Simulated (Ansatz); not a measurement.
# Se on Al(111): change of the work function, part 2 of 2

Wanted: Δφ(θ) for Se/Al(111), starting from the fcc site.

Ansatz 0.2.0; plane-wave DFT, PBE, Ansatz PAW.

So far, work function, upper face (eV): step 2 (the clean slab) 4.02; step 3 (17 atoms, coverage 0.25 ML, cell 2x2) 4.41.

### 4. The covered slab, k-mesh 12×12×1, coverage 1 ML (continued)

Running mean over 2.338 Å of the planar mean; the ramp of the sawtooth is left out. Electron's electrostatic potential energy less the Fermi level against z:

| z (Å) | electron's electrostatic potential energy less the Fermi level (eV) |
| --- | --- |
| 3.5 | 4.14 |
| 4.0 | 4.14 |
| 4.5 | 4.14 |
| 5.0 | 4.14 |
| 5.5 | 4.12 |
| 6.0 | 4.05 |
| 6.5 | 3.82 |
| 7.0 | 3.06 |
| 7.5 | 1.12 |
| 8.0 | -1.26 |
| 8.5 | -3.38 |
| 9.0 | -4.32 |
| 9.5 | -4.48 |
| 10.0 | -4.49 |
| 10.5 | -4.51 |
| 11.0 | -4.50 |
| 11.5 | -4.49 |
| 12.0 | -4.48 |
| 12.5 | -4.47 |
| 13.0 | -4.47 |
| 13.5 | -4.51 |
| 14.0 | -4.55 |
| 14.5 | -4.60 |
| 15.0 | -4.66 |
| 15.5 | -4.77 |
| 16.0 | -4.83 |
| 16.5 | -5.09 |
| 17.0 | -5.38 |
| 17.5 | -5.49 |
| 18.0 | -5.26 |
| 18.5 | -4.53 |
| 19.0 | -2.64 |
| 19.5 | 0.0288 |
| 20.0 | 2.60 |
| 20.5 | 4.05 |
| 21.0 | 4.40 |
| 21.5 | 4.47 |
| 22.0 | 4.49 |
| 22.5 | 4.50 |
| 23.0 | 4.50 |
| 23.5 | 4.50 |

The relaxation took 5 steps and lowered the energy by 0.17 eV; the largest force on the free atoms ends at 0.011 eV/Å.

The covered face has 4.50 eV, +0.48 eV against the clean one; the bare back face has moved by +0.12 eV, a measure of how thin the slab is.

### 5. The covered slab, k-mesh 4×4×1, coverage 0.111 ML

System of this step: Se/Al(111). The cell holds 37 atoms: 36 Al and 1 Se. Cell: a = 8.591 Å, b = 8.591 Å, c = 26.809 Å, α = 90.0°, β = 90.0°, γ = 60.0°. Vacuum lies along c.

Input file input.yaml:

```yaml
crystal:
  lattice:
    - [8.5913473915, 0.0, 0.0]
    - [4.2956736957, 7.4403250937, 0.0]
    - [0.0, 0.0, 26.8090152073]
  atoms:
    - { symbol: Al, position: [0.0, 0.0, 0.3357079673] }
    - { symbol: Al, position: [0.1111111111, 0.1111111111, 0.4229274556] }
    - { symbol: Al, position: [0.2222222222, 0.2222222222, 0.5081857574] }
    - { symbol: Al, position: [0.0, 0.0, 0.5952293325] }
    - { symbol: Al, position: [0.0, 0.3333333333, 0.3357079673] }
    - { symbol: Al, position: [0.1111111111, 0.4444444444, 0.4229274556] }
    - { symbol: Al, position: [0.2222222222, 0.5555555556, 0.5081857574] }
    - { symbol: Al, position: [0.0, 0.3333333333, 0.5952293325] }
[... 25 atom lines left out ...]
    - { symbol: Al, position: [0.7777777778, 0.7777777778, 0.4229274556] }
    - { symbol: Al, position: [0.8888888889, 0.8888888889, 0.5081857574] }
    - { symbol: Al, position: [0.6666666667, 0.6666666667, 0.5952293325] }
    - { symbol: Se, position: [0.1111111111, 0.1111111111, 0.6642920327] }
kpoints:
  mp_grid: { grid: [4, 4, 1] }
hamiltonian:
  xc: pbe
scf:
  occupations: { method: fermi_dirac, width: 0.1 }
  convergence: { dr2_threshold: 1.0e-08 }
efield:
  axis: 3
  dipole_correction: true
  ramp_position: 0.97
  ramp_width: 0.06
relax:
  f_tol: 0.02
  max_steps: 60
  constraints:
    - { sites: [0, 1, 4, 5, 8, 9, 12, 13, 16, 17, 20, 21, 24, 25, 28, 29, 32, 33] }
output:
  write_potential: true
  write_density: true
  volumetric_format: npy
```

Started as:

```console
$ ansatz run input.yaml --threads 2 --pin off --max-ram 3072MiB --backend cpu --events-out ev --progress --plain --runs-dir out
```

Elapsed: 3.8 min, on 2 threads of Arm Neoverse N1, shared host; peak memory 2.2 GiB.

The steps of the relaxation:

| step | energy less that of the first step (eV) | largest force component (eV/Å) |
| --- | --- | --- |
| 1 | 0.0000 | 0.6277 |
| 2 | -0.1426 | 0.1325 |
| 3 | -0.1496 | 0.0569 |
| 4 | -0.1502 | 0.0097 |

Forces are held to the 6 operations that the run works with; a distortion that breaks them can't arise in this run.

The atoms that moved most (Å):

| atom | dx | dy | dz | length |
| --- | --- | --- | --- | --- |
| Al8 | 0.000 | 0.120 | 0.069 | 0.139 |
| Al4 | -0.104 | -0.060 | 0.069 | 0.139 |
| Al16 | 0.104 | -0.060 | 0.069 | 0.139 |
| Al3 | -0.019 | -0.011 | 0.067 | 0.070 |
| Al11 | 0.000 | 0.022 | 0.067 | 0.070 |
| Al27 | 0.019 | -0.011 | 0.067 | 0.070 |
| Al32 | -0.020 | 0.012 | -0.066 | 0.070 |
| Al20 | 0.020 | 0.012 | -0.066 | 0.070 |

Final coordinates:

```xyz
37
Lattice="8.5913 0.0000 0.0000 4.2957 7.4403 0.0000 0.0000 0.0000 26.8090" Properties=species:S:1:pos:R:3
Al    0.0000    0.0000    9.0000
Al    1.4319    0.8267   11.3383
Al    2.8446    1.6423   13.6907
Al   -0.1042   -0.0602   16.0264
Al    1.4319    2.4801    9.0000
Al    2.8638    3.3068   11.3383
Al    4.2848    4.1398   13.5980
Al    1.4319    2.6004   16.0264
Al    2.8638    4.9602    9.0000
Al    4.2957    5.7869   11.3383
Al    5.7276    6.6358   13.6907
Al    2.8679    4.9579   15.9601
Al    2.8638    0.0000    9.0000
Al    4.2957    0.8267   11.3383
Al    5.7276    1.6409   13.5980
Al    2.9680   -0.0602   16.0264
Al    4.2957    2.4801    9.0000
Al    5.7276    3.3068   11.3383
Al    7.1703    4.1398   13.5980
Al    4.3157    2.4917   15.8919
Al    5.7276    4.9602    9.0000
Al    7.1595    5.7869   11.3383
Al    8.5943    6.6119   13.6035
Al    5.7276    4.9371   15.8919
Al    5.7276    0.0000    9.0000
Al    7.1595    0.8267   11.3383
Al    8.6105    1.6423   13.6907
Al    5.7276    0.0047   15.9601
Al    7.1595    2.4801    9.0000
Al    8.5913    3.3068   11.3383
Al   10.0232    4.1369   13.6035
Al    7.1394    2.4917   15.8919
Al    8.5913    4.9602    9.0000
Al   10.0232    5.7869   11.3383
Al   11.4522    6.6119   13.6035
Al    8.5873    4.9579   15.9601
Se    1.4319    0.8267   17.8003
```

The relaxation took 4 steps and lowered the energy by 0.15 eV; the largest force on the free atoms ends at 0.0097 eV/Å.

The covered face has 4.20 eV, +0.18 eV against the clean one; the bare back face has moved by +0.01 eV, a measure of how thin the slab is.

### 6. Work function against coverage

This step: plane-wave DFT, PBE, Ansatz PAW; work function against coverage (Ansatz 0.2.0).

The runs are now put side by side.

This step gave:

```
work function of the clean face     : 4.021 eV
largest change of the work function : 0.4769 eV
```

Work function of the covered face against coverage:

| coverage (adsorbates/nm²) | work function of the covered face (eV) |
| --- | --- |
| 0.00 | 4.02 |
| 1.56 | 4.20 |
| 3.52 | 4.41 |
| 14.08 | 4.50 |

The dipole per adsorbate comes from the change of the cell's dipole. Coverage, by row:

| coverage (1/nm²) | coverage (ML) | work function (eV) | change (eV) | dipole per adsorbate, positive end outwards (debye) | mean height of the added atoms over the highest substrate atom (Å) |
| --- | --- | --- | --- | --- | --- |
| 1.564 | 0.1111 | 4.197 | 0.1764 | -0.281 | 1.774 |
| 3.52 | 0.25 | 4.406 | 0.385 | -0.283 | 1.802 |
| 14.08 | 1 | 4.497 | 0.4769 | -0.067 | 2.266 |

### 7. Results

```yaml
work_function_of_the_clean_face: 4.02 eV
work_function_at_0p11_ml: 4.20 eV
work_function_at_0p25_ml: 4.41 eV
work_function_at_1_ml: 4.50 eV
dipole_per_adsorbate_at_0p11_ml_positive_end_outwards: -0.28 D
```

Se raises the work function of Al(111) at the lowest coverage, by 0.18 eV: the adsorbate layer has its negative end outwards. The dipole per adsorbate falls from 0.28 to 0.07 D as the layer fills. Neighbouring dipoles depolarise each other, and heights and bonding change with coverage too. At the highest coverage the adsorbates are pressed to about 2.9 Å, closer than unbonded atoms of this kind usually come, so a real layer may not reach it. The slab has 4 layers, at the tabulated experimental lattice constant, one starting site was run, and quantum-size effects of a slab this thin can reach one or two tenths of an eV.

[Logs are printed without paths, hosts, clocks, repeated set-up lines and the standing remarks that a program may print on its own settings, such as how far it seeks lower states.]

[Hosts, paths, dates, database ids (printed as entryN), source tags and the programs' standing remarks are cut or masked in the printed files.]

[Maps of the electrostatic potential energy from Ansatz leave out the sawtooth potential of an applied field or a dipole correction, so their vacuum need not be flat; planar profiles and work functions include it.]
